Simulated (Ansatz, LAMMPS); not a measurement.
**Amorphous Si0.7Ge0.3 (120 atoms): a single point**

Wanted: forces, charges and levels of amorphous Si0.7Ge0.3 (120 atoms).

Program: Ansatz 0.2.0. Level of theory: Kohn-Sham DFT, r2SCAN, PAW (set soft_2), plane waves. Results are calculated unless marked as measured.

## (1) The structure

The cell holds 120 atoms: 84 Si and 36 Ge. Cell: a = 13.770 Å, b = 13.770 Å, c = 13.770 Å, α = 90.0°, β = 90.0°, γ = 90.0°. 120 atoms (84 Si, 36 Ge) placed at random at 3.16 g/cm³, melted at 3500 K for 10 ps at fixed volume with the Tersoff potential (Tersoff, Phys. Rev. B 39, 5566 (1989)). Quenched from 3500 K to 700 K at 100 K/ps and fixed volume, held 5 ps, then minimised at fixed cell.

What the set-up can't give: The quench rate of 100 K/ps is orders of magnitude faster than experiment, which tends to freeze in extra defects. The network of bonds at the start is that of the classical potential that made the cell, and needn't be the one that DFT or experiment would give. The Brillouin zone is sampled at Γ only, in a cell whose shortest periodic width is 14 Å.

## (2) The classical run that made the cell

A classical potential supplies the starting structure, since it reaches far longer times than DFT.

This step: classical MD, Tersoff potential (Tersoff, Phys. Rev. B 39, 5566 (1989)) (LAMMPS 22 Jul 2025 - Update 4).

in.lmp

```
# melt-quench of Si84Ge36
units metal
atom_style atomic
boundary p p p
region box block 0 13.7704 0 13.7704 0 13.7704
create_box 2 box
mass 1 28.0850   # Si
mass 2 72.6300   # Ge
create_atoms 1 random 84 413304 NULL overlap 2.01 maxtry 2000
create_atoms 2 random 36 413311 NULL overlap 2.01 maxtry 2000
pair_style tersoff
pair_coeff * * SiCGe.tersoff Si(D) Ge
neigh_modify delay 0 every 1 check yes
thermo_style custom step time temp pe press density
thermo_modify norm yes
timestep 0.001
thermo 100
min_style cg
minimize 1e-4 1e-4 200 2000
reset_timestep 0
velocity all create 3500 413305 mom yes dist gaussian
fix lim all nve/limit 0.05
fix lan all langevin 3500 3500 0.1 413306 zero yes
thermo 500
run 1000 post no
unfix lim
unfix lan
thermo 1666
fix md all nvt temp 3500 3500 0.1
run 10000 post no
unfix md
thermo 2800
fix md all nvt temp 3500 700 0.1
run 28000 post no
unfix md
thermo 2500
fix md all nvt temp 700 700 0.1
run 5000 post no
unfix md
thermo 100
min_style cg
minimize 0 1e-3 2000 20000
write_dump all custom glass.dump id type xs ys zs modify sort id
```

Started as:

```sh
$ lmp -in in.lmp -log none -nocite
```

Log:

```text
LAMMPS (22 Jul 2025 - Update 4)
Created orthogonal box = (0 0 0) to (13.7704 13.7704 13.7704)
Created 84 atoms
Created 36 atoms
   Step          Time           Temp          PotEng         Press         Density
         0   0              0             -2.2179319      66762.082      3.1630019
        36   0.036          0             -3.4428148      18451.557      3.1630019
Loop time of 0.0166498 s on 1 MPI rank(s) for 36 steps with 120 atoms
Minimization stats:
  Stopping criterion = energy tolerance
  Energy initial, next-to-last, final =
     -2.21793193602394  -3.44269067011177  -3.44281475388658
  Force two-norm initial, final = 89.920569 3.6033347
  Iterations, force evaluations = 36 50
   Step          Time           Temp          PotEng         Press         Density
         0   0              3500          -3.4428148      40473.675      3.1630019
       500   0.5            3962.8752     -3.3113069      8081.2453      3.1630019
[... 10 lines left out ...]
[... 1 line left out ...]
Loop time of 2.0951 s on 1 MPI rank(s) for 10000 steps with 120 atoms
   Step          Time           Temp          PotEng         Press         Density
[... 12 lines left out ...]
Loop time of 4.86671 s on 1 MPI rank(s) for 28000 steps with 120 atoms
   Step          Time           Temp          PotEng         Press         Density
[... 3 lines left out ...]
     44000   44             644.84779     -3.9656917     -13928.312      3.1630019
Loop time of 0.719252 s on 1 MPI rank(s) for 5000 steps with 120 atoms
   Step          Time           Temp          PotEng         Press         Density
     44000   44             644.84779     -3.9656917     -13928.312      3.1630019
     44100   44.1           644.84779     -4.0615563     -20398.263      3.1630019
     44123   44.123         644.84779     -4.0615565     -20399.1        3.1630019
Loop time of 0.069784 s on 1 MPI rank(s) for 123 steps with 120 atoms
Minimization stats:
  Stopping criterion = force tolerance
  Energy initial, next-to-last, final =
      -3.9656916583689  -4.06155645156578  -4.06155645161627
  Force two-norm initial, final = 17.326861 0.00081772606
  Iterations, force evaluations = 123 485
```

Elapsed: 8.2 s, on 1 thread of Intel Xeon 6975P-C (Granite Rapids), shared host; peak memory 0.077 GiB.

## (3) Plane-wave single point

One self-consistent run at the given positions yields energy and forces.

input.yaml

```yaml
crystal:
  lattice:
    - [13.7704, 0.0, 0.0]
    - [0.0, 13.7704, 0.0]
    - [0.0, 0.0, 13.7704]
  atoms:
    - { symbol: Si, position: [0.91499, 0.13922, 0.65913] }
    - { symbol: Si, position: [0.88951, 0.9781, 0.60065] }
    - { symbol: Si, position: [0.92173, 0.75613, 0.79732] }
    - { symbol: Si, position: [0.47001, 0.27261, 0.35106] }
    - { symbol: Si, position: [0.48928, 0.95372, 0.78689] }
    - { symbol: Si, position: [0.13795, 0.93614, 0.80796] }
    - { symbol: Si, position: [0.25863, 0.56172, 0.55103] }
    - { symbol: Si, position: [0.23645, 0.43679, 0.701] }
    - { symbol: Si, position: [0.15622, 0.44307, 0.44262] }
    - { symbol: Si, position: [0.27444, 0.75402, 0.41648] }
    - { symbol: Si, position: [0.43027, 0.34514, 0.51135] }
    - { symbol: Si, position: [0.63688, 0.03922, 0.3887] }
    - { symbol: Si, position: [0.59033, 0.3217, 0.01515] }
    - { symbol: Si, position: [0.69517, 0.43048, 0.25352] }
    - { symbol: Si, position: [0.9198, 0.75632, 0.27922] }
    - { symbol: Si, position: [0.42389, 0.51575, 0.52199] }
    - { symbol: Si, position: [0.67232, 0.04875, 0.65741] }
    - { symbol: Si, position: [0.48093, 0.07818, 0.91098] }
    - { symbol: Si, position: [0.21994, 0.80316, 0.05707] }
    - { symbol: Si, position: [0.83189, 0.64985, 0.90241] }
    - { symbol: Si, position: [0.00415, 0.41075, 0.52373] }
    - { symbol: Si, position: [0.15769, 0.62396, 0.40663] }
    - { symbol: Si, position: [0.59234, 0.5959, 0.05492] }
    - { symbol: Si, position: [0.74053, 0.6876, 0.05316] }
    - { symbol: Si, position: [0.59215, 0.92354, 0.26416] }
    - { symbol: Si, position: [0.55982, 0.8088, 0.40322] }
    - { symbol: Si, position: [0.81447, 0.25538, 0.90556] }
    - { symbol: Si, position: [0.4537, 0.8102, 0.20612] }
    - { symbol: Si, position: [0.90867, 0.50839, 0.41701] }
    - { symbol: Si, position: [0.49676, 0.11597, 0.44215] }
    - { symbol: Si, position: [0.16952, 0.20863, 0.28706] }
    - { symbol: Si, position: [0.76701, 0.46519, 0.6669] }
    - { symbol: Si, position: [0.40179, 0.80611, 0.81935] }
    - { symbol: Si, position: [0.99972, 0.39901, 0.18319] }
    - { symbol: Si, position: [0.40561, 0.05772, 0.68516] }
    - { symbol: Si, position: [0.44574, 0.75812, 0.65297] }
    - { symbol: Si, position: [0.37553, 0.06452, 0.14651] }
    - { symbol: Si, position: [0.44365, 0.42378, 0.2506] }
    - { symbol: Si, position: [0.6714, 0.70728, 0.8301] }
    - { symbol: Si, position: [0.84072, 0.48519, 0.8412] }
    - { symbol: Si, position: [0.59648, 0.95652, 0.98019] }
    - { symbol: Si, position: [0.44261, 0.51966, 0.80267] }
    - { symbol: Si, position: [0.18854, 0.18466, 0.58562] }
    - { symbol: Si, position: [0.73029, 0.86122, 0.05429] }
    - { symbol: Si, position: [0.5725, 0.44689, 0.13373] }
    - { symbol: Si, position: [0.37748, 0.34627, 0.79701] }
    - { symbol: Si, position: [0.6305, 0.27, 0.26758] }
    - { symbol: Si, position: [0.77287, 0.16118, 0.75714] }
    - { symbol: Si, position: [0.29469, 0.3934, 0.16909] }
    - { symbol: Si, position: [0.79236, 0.83459, 0.36785] }
    - { symbol: Si, position: [0.81944, 0.84812, 0.69437] }
    - { symbol: Si, position: [0.59608, 0.83486, 0.58038] }
    - { symbol: Si, position: [0.02526, 0.89774, 0.53452] }
    - { symbol: Si, position: [0.45269, 0.25443, 0.93837] }
    - { symbol: Si, position: [0.30524, 0.90008, 0.18291] }
    - { symbol: Si, position: [0.01891, 0.65078, 0.69623] }
    - { symbol: Si, position: [0.69408, 0.69957, 0.41167] }
    - { symbol: Si, position: [0.42671, 0.714, 0.34875] }
    - { symbol: Si, position: [0.24014, 0.90707, 0.34517] }
    - { symbol: Si, position: [0.47773, 0.55081, 0.36568] }
    - { symbol: Si, position: [0.65495, 0.88702, 0.75219] }
    - { symbol: Si, position: [0.50106, 0.59213, 0.65509] }
    - { symbol: Si, position: [0.4657, 0.70745, 0.06816] }
    - { symbol: Si, position: [0.94347, 0.88871, 0.15787] }
    - { symbol: Si, position: [0.73998, 0.16464, 0.33974] }
    - { symbol: Si, position: [0.80234, 0.27212, 0.45171] }
    - { symbol: Si, position: [0.06779, 0.19734, 0.71389] }
    - { symbol: Si, position: [0.01015, 0.02761, 0.23609] }
    - { symbol: Si, position: [0.99828, 0.87626, 0.89034] }
    - { symbol: Si, position: [0.32838, 0.64632, 0.83899] }
    - { symbol: Si, position: [0.76373, 0.91509, 0.21561] }
    - { symbol: Si, position: [0.53122, 0.13309, 0.60783] }
    - { symbol: Si, position: [0.67213, 0.61004, 0.67896] }
    - { symbol: Si, position: [0.27942, 0.75032, 0.59375] }
    - { symbol: Si, position: [0.86198, 0.63895, 0.16916] }
    - { symbol: Si, position: [0.6493, 0.53541, 0.38418] }
    - { symbol: Si, position: [0.09164, 0.15228, 0.1404] }
    - { symbol: Si, position: [0.34469, 0.02634, 0.41735] }
    [... 36 atom lines left out ...]
    - { symbol: Ge, position: [0.50805, 0.29734, 0.66549] }
    - { symbol: Ge, position: [0.55048, 0.0392, 0.13128] }
    - { symbol: Ge, position: [0.75455, 0.72718, 0.57726] }
    - { symbol: Ge, position: [0.76147, 0.44096, 0.48884] }
    - { symbol: Ge, position: [0.96299, 0.36842, 0.91766] }
    - { symbol: Ge, position: [0.83776, 0.07759, 0.22324] }
kpoints:
  mp_grid: { grid: [1, 1, 1] }
hamiltonian:
  xc: r2scan
scf:
  occupations: { method: gaussian, width: 0.025 }
output:
  forces: true
  stress: true
  populations: true
  dos:
    method: { smearing: { sigma: 0.08 } }
    de: 0.1
    projected: { site_lists: { Ge: [Ge], Si: [Si] } }
  eigenvalues: true
  write_density: true
  write_potential: true
  volumetric_format: npy
```

Started as:

```sh
$ ansatz run input.yaml --threads 8 --pin off --max-ram 15872MiB --backend cpu --events-out ev --progress --plain --runs-dir out
```

Log:

```text
Engine: ansatz 0.2.0, x86_64-unknown-linux-gnu
Pseudopotentials: kind: paw
Pseudopotential: Si, paw, valence charge 4, recommended cutoff 500 eV (meta_gga), Si.paw.azcp
Pseudopotential: Ge, paw, valence charge 14, recommended cutoff 500 eV (meta_gga), Ge.paw.azcp
[... 6 lines on functional and potentials left out ...]
Crystal: 120 atoms, lattice volume = 2611.197 Å³
Basis set: ecut = 500 eV, 66539 PW (Γ), exchange–correlation on 432×432×432 points (64 copies of the dense FFT grid, shifted against one another)
Bands: 540, of which v1, the nominal top of the filled ones, is band 420 counted from 1 (419 counted from 0)
Symmetry: 1 space group operations
Space group: P1 (ITA 1), of the structure as read, at distance tolerance 1.4e-4 Å
k-points: 1
[... 7 lines on functional and potentials left out ...]
Initial density: superposition of atomic densities (neutral atoms: chi_scale 0, normalization atom), corrected by the library's trained network
Initial wavefunctions: pseudopotential atomic-orbital guess
Functional: x = r2scan, c = r2scan; τ floored in thin density (d = 2e-4 eV/Å³)
SCF iter   1: F=—  HF=-208539.874156 eV  |F-HF|=—  |Δ(HF+E_count)|=         —  Δρ=6.42e-3  dr2=2.37e0  dr2_τ=4.24e-1  ethr=1.77e-3  ⟨swp⟩=6.0  Hψ=2193  notcnv=0  defer=32
preconditioner: auto → LDOS  [insulator: Δε(μ)=0.049 eV  Ē_g=7.962 eV  σ=0.025 eV  W_gap=0.83  n_scr=484 (ndim 8)  ℏωp=15.9 eV  f_vac=0.026  D(μ)=35.22/eV (n_scr^D=170)  ε∞_Penn≈5.0  β→1.0]
SCF iter   2: F=—  HF=-208540.815797 eV  |F-HF|=—  |Δ(HF+E_count)|=   9.42e-1  Δρ=3.82e-3  dr2=7.64e-1  dr2_τ=4.77e-3  ethr=2.82e-4  ⟨swp⟩=3.0  Hψ=1056  notcnv=0  defer=112
SCF iter   3: F=—  HF=-208540.498511 eV  |F-HF|=—  |Δ(HF+E_count)|=   3.17e-1  Δρ=1.19e-3  dr2=7.83e-2  dr2_τ=2.91e-4  ethr=9.10e-5  ⟨swp⟩=4.0  Hψ=864  notcnv=0  defer=112
SCF iter   4: F=—  HF=-208540.484029 eV  |F-HF|=—  |Δ(HF+E_count)|=   1.45e-2  Δρ=3.15e-4  dr2=1.00e-2  dr2_τ=2.33e-5  ethr=9.32e-6  ⟨swp⟩=2.0  Hψ=848  notcnv=0  defer=112
SCF iter   5: F=—  HF=-208540.483835 eV  |F-HF|=—  |Δ(HF+E_count)|=   1.94e-4  Δρ=1.45e-4  dr2=1.86e-3  dr2_τ=3.84e-6  ethr=1.19e-6  ⟨swp⟩=2.0  Hψ=550  notcnv=0  defer=112
SCF iter   6: F=—  HF=-208540.483702 eV  |F-HF|=—  |Δ(HF+E_count)|=   1.33e-4  Δρ=6.80e-5  dr2=4.43e-4  dr2_τ=8.48e-7  ethr=2.21e-7  ⟨swp⟩=2.0  Hψ=797  notcnv=0  defer=112
SCF iter   7: F=—  HF=-208540.483587 eV  |F-HF|=—  |Δ(HF+E_count)|=   1.16e-4  Δρ=3.06e-5  dr2=7.08e-5  dr2_τ=1.94e-7  ethr=5.27e-8  ⟨swp⟩=2.0  Hψ=821  notcnv=0  defer=112
SCF iter   8: F=—  HF=-208540.485025 eV  |F-HF|=—  |Δ(HF+E_count)|=   1.44e-3  Δρ=1.39e-5  dr2=1.32e-5  dr2_τ=3.97e-8  ethr=8.43e-9  ⟨swp⟩=2.0  Hψ=943  notcnv=0  defer=112
SCF iter   9: F=—  HF=-208540.485024 eV  |F-HF|=—  |Δ(HF+E_count)|=   2.28e-7  Δρ=5.92e-6  dr2=3.24e-6  dr2_τ=6.71e-9  ethr=1.57e-9  ⟨swp⟩=2.0  Hψ=797  notcnv=0  defer=112
SCF iter  10: F=—  HF=-208540.485024 eV  |F-HF|=—  |Δ(HF+E_count)|=   2.48e-7  Δρ=3.22e-6  dr2=9.08e-7  dr2_τ=1.40e-9  ethr=3.86e-10  ⟨swp⟩=2.0  Hψ=797  notcnv=0  defer=112
SCF iter  11: F=—  HF=-208540.485024 eV  |F-HF|=—  |Δ(HF+E_count)|=   4.11e-8  Δρ=1.73e-6  dr2=2.77e-7  dr2_τ=5.41e-10  ethr=1.08e-10  ⟨swp⟩=2.0  Hψ=797  notcnv=0  defer=112
SCF iter  12: F=-208540.485024 eV  HF=-208540.485024 eV  |F-HF|=6.98e-8  |Δ(HF+E_count)|=   2.16e-8  Δρ=9.74e-7  dr2=8.97e-8  dr2_τ=1.43e-10  ethr=1.19e-11  ⟨swp⟩=16.0  Hψ=4081  notcnv=0
SCF 1 converged in 12 iterations: F = -208540.485024 eV  dr2 = 8.97e-8
  greatest PAW one-centre occupation: 0.998 electrons in one spin orbital (limit 2), on the Ge atom at site 84 (counted from 0), in its partial waves of l = 2
SCF converged after 12 iterations
Free energy (F): -208540.485024 eV
Harris-Foulkes:  -208540.485024 eV  (|F-HF|=6.98e-8)
Internal energy: -208540.460762 eV  (E = F + TS)
E sigma→0 (E₀):  -208540.472893 eV
Entropy (-TS):   -0.024262 eV (-0.202 meV/atom)
Fermi energy:    6.586579 eV
--- Per-component energies (eV) ---
  E_band       = -6189.042592
  E_kinetic    = 7297.347423
  E_local      = -120381.599224  (includes V_loc(G=0)·N_el)
  E_nonlocal   = 17162.870967
  E_hartree    = 53925.907352
  E_xc         = -6769.710899
  E_vxc        = -6570.759568  (∫ρ·V_xc dr)
  E_paw        = -116814.343016  (= ΣΔE_a)
  E_vpaw       = -11853.383426  (= ΣTr[D̂ρ^β])
  E_aug_tail   = 0.000951  (compensation charges beyond the density's cutoff)
  E_vtau       = 304.681677  (kinetic-family band-sum trace: ∫τ·v_τ [+ j·A + Jᵃ·Aᵃ] dr)
  E_ewald      = -42915.426379
  E_core_change = -45.507938  (= ΣΔE_core)
  E_smearing   = -0.024262  (= −TS)
  E_closure    = -0.000000  (closes the sum)
  Σ components = -208540.485024   (vs F -208540.485024, Δ=0.00e0)
--- Forces (eV/Å), atoms counted from 1 ---
  atom   1  Si    -0.01667645     0.09275806     0.18819317
  atom   2  Si     0.05314763    -0.04649848    -0.30109712
  atom   3  Si     0.12068203    -0.20695833     0.10560368
  atom   4  Si     0.00851960    -0.09844311    -0.04671806
  atom   5  Si     0.12171676     0.51679089    -0.19310977
  atom   6  Si    -0.01169602     0.31698716    -0.00868701
  atom   7  Si    -0.69934687     0.37789956    -0.13833327
  atom   8  Si    -0.11450518     0.24585498     0.06475399
  atom   9  Si     0.01905873     0.16023359    -0.67457658
  atom  10  Si    -0.25069686    -0.32916426     0.40889818
  atom  11  Si     0.13172145     0.30149318     0.21412628
  atom  12  Si    -0.05928595    -0.01839293    -0.13726742
  atom  13  Si     0.00163657     0.15471192     0.24441393
  atom  14  Si    -0.19329798    -0.11996015    -0.29239776
[...]
atom 119  Ge     0.03065146    -0.05843849     0.15399379
  atom 120  Ge     0.45424236    -0.00718504     0.44196696
  max |Σ_I F_I| component: 3.43e-5 eV/Å
--- Stress (GPa, compression-positive) ---
       -2.121160      -0.299007       0.636499
       -0.299007      -3.383999      -0.633811
        0.636499      -0.633811      -1.870600
  P = ⅓ Tr σ = -2.4586 GPa (-24.586 kbar)
--- Band table (eV) ---
  k-point 0: bands = ["-19.2272", "-19.2249", "-19.1806", "-19.1735", [... 524 levels ...], "10.5088", "10.5264", "10.5511", "10.5809", "10.5958", "10.6149", "10.6337", "10.6811", "10.6941", "10.7355", "10.7417", "10.7676"]
--- Löwdin populations: 120 sites ---
  site symbol       q [e]
     0     Si      3.9267
     1     Si      3.9507
     2     Si      3.9329
[...]
119     Ge     13.9528
  spilling = 0.006199 (of n_electrons = 840.000000)
```

Elapsed: 54 s, on 8 threads of Intel Xeon 6975P-C (Granite Rapids), shared host; peak memory 8.2 GiB; 6.6 min of CPU time.

Read from the output:

* free energy: -208540.4850 eV
* free energy per atom: -1737.8374 eV/atom
* SCF cycles: 12
* pressure: -2.459 GPa
* r.m.s. force component: 0.2672 eV/Å
* longest force: 1.022 eV/Å
* Fermi energy: 6.587 eV
* levels partly filled by over 2 per cent: 2
* spilling of the projection: 0.006199

Neighbours are counted within 2.88 Å (Si-Si), 2.88 Å (Si-Ge), 2.93 Å (Ge-Ge).

Length of the force by element and coordination:

| element | coordination | atoms | mean length of the force (eV/Å) | spread | least | most |
| --- | --- | --- | --- | --- | --- | --- |
| Ge | all | 36 | 0.409 | 0.191 | 0.0162 | 0.838 |
| Ge | 4 | 27 | 0.404 | 0.185 | 0.0162 | 0.838 |
| Ge | 5 | 9 | 0.423 | 0.207 | 0.150 | 0.773 |
| Si | all | 84 | 0.420 | 0.206 | 0.109 | 1.02 |
| Si | 3 | 1 | 0.212 | 0 | 0.212 | 0.212 |
| Si | 4 | 62 | 0.390 | 0.181 | 0.142 | 1.02 |
| Si | 5 | 18 | 0.481 | 0.235 | 0.109 | 0.890 |
| Si | 6 | 3 | 0.748 | 0.123 | 0.576 | 0.861 |

Löwdin charges by element and coordination (they lack the spilled electrons, 0.043 e an atom on average):

| element | coordination | atoms | mean charge (e) | spread | least | most |
| --- | --- | --- | --- | --- | --- | --- |
| Ge | all | 36 | -0.0129 | 0.0286 | -0.0761 | 0.0472 |
| Ge | 4 | 27 | -0.0084 | 0.0278 | -0.0761 | 0.0472 |
| Ge | 5 | 9 | -0.0265 | 0.0265 | -0.0691 | 0.0267 |
| Si | all | 84 | 0.0675 | 0.0354 | -0.006 | 0.202 |
| Si | 3 | 1 | 0.0868 | 0 | 0.0868 | 0.0868 |
| Si | 4 | 62 | 0.0678 | 0.0344 | -0.006 | 0.202 |
| Si | 5 | 18 | 0.0674 | 0.0357 | 0.0144 | 0.120 |
| Si | 6 | 3 | 0.0568 | 0.0524 | -0.0019 | 0.125 |

Density of states as counts of states in windows of 1 eV (from the Fermi level), total and the larger projections:

| from (eV) | to (eV) | total | Si p | Ge p | Si s | Ge s |
| --- | --- | --- | --- | --- | --- | --- |
| -18 | -14 | 0.0 | 0.0 | 0.0 | 0.0 | 0.0 |
| -14 | -13 | 2.0 | 0.1 | 0.0 | 1.2 | 0.7 |
| -13 | -12 | 14.0 | 2.4 | 1.1 | 6.4 | 4.2 |
| -12 | -11 | 25.9 | 5.3 | 2.3 | 11.4 | 6.7 |
| -11 | -10 | 28.1 | 6.4 | 2.6 | 11.5 | 7.4 |
| -10 | -9 | 41.6 | 10.5 | 4.1 | 17.8 | 8.9 |
| -9 | -8 | 27.9 | 8.0 | 3.3 | 11.9 | 4.5 |
| -8 | -7 | 27.8 | 8.9 | 3.5 | 10.5 | 4.6 |
| -7 | -6 | 30.4 | 11.5 | 4.5 | 10.3 | 3.9 |
| -6 | -5 | 32.0 | 15.2 | 5.8 | 8.2 | 2.5 |
| -5 | -4 | 42.8 | 25.9 | 10.7 | 4.2 | 1.7 |
| -4 | -3 | 59.1 | 37.7 | 16.0 | 3.4 | 1.3 |
| -3 | -2 | 65.9 | 42.1 | 18.3 | 3.3 | 1.3 |
| -2 | -1 | 49.9 | 31.9 | 13.6 | 2.5 | 1.1 |
| -1 | 0 | 33.8 | 19.2 | 8.6 | 3.3 | 1.6 |
| 0 | 1 | 35.9 | 17.8 | 8.4 | 4.7 | 2.9 |
| 1 | 2 | 49.6 | 22.7 | 10.5 | 7.9 | 3.4 |
| 2 | 3 | 64.2 | 29.2 | 13.1 | 9.3 | 3.3 |

The curve was stored every 0.10 eV, coarse against its broadening of 0.08 eV, so these counts are rough.

Between -26 and -18 eV lie 360 more states.

The levels nearest the highest filled one (over half full), pooled over k-points and spins:

| level less the highest filled one (eV) | occupation |
| --- | --- |
| -0.290 | 2 |
| -0.183 | 2 |
| -0.140 | 2 |
| -0.0846 | 2 |
| -0.0246 | 1.96 |
| 0 | 1.51 |
| 0.0234 | 0.527 |
| 0.0826 | 0 |
| 0.187 | 0 |
| 0.242 | 0 |
| 0.293 | 0 |
| 0.308 | 0 |

Electrostatic potential energy in the ac plane at fractional y = 0.039, with atoms of Si and Ge within 0.2 Å of it. With pseudopotentials it is smooth inside the atoms' cores, unlike the true potential.

Ten even steps from '0' (-37 eV) to '9' (11 eV), each cell a mean:
```
999999999852002688778888899999998878999
999999999975335785114789998766899999999
999998889998889985225899996322479999999
999987778999999998778999996322479999999
999987788999999999888999998766799999999
999999899999998888889999999999999999999
999999999999984214789999866689999999999
999999999999872001689998400048999999999
999999998755776335899998400048999877899
999999986211368889999999865689998766789
999999986211369999999999999999999888899
999999998755688999999999999988999999999
999999999987545789888998888899999999999
988788999985000378888885214799999999999
987668999986200489999861000589999999999
988788999998877899999985214799999999999
678899999999999999999998888999998899987
004899999999999999999999999999864468861
003799999999988889999889999999742247850
457899999999741248875346899999865568886
999999999998710027851003799999998899999
999999999999864468863124799999999999999
999999999998778899988778999999999999999
999999999974224799999988899999998888999
```
Columns run along a (13.8 Å; values clipped at the 3rd and 97th percentile), rows up along c (13.8 Å). Atoms in or near the plane, at fractional coordinates: Si at (0.64, 0.39), Si at (0.67, 0.66), Si at (0.01, 0.24), Si at (0.34, 0.42), Ge at (0.32, 0.98), Ge at (0.27, 0.58), Ge at (0.55, 0.13).

(Continued in part 2 of 2.)

[Logs are printed without paths, hosts, clocks, repeated set-up lines and the standing remarks that a program may print on its own settings, such as how far it seeks lower states.]

[Hosts, paths, dates, database ids (printed as entryN), source tags and the programs' standing remarks are cut or masked in the printed files.]
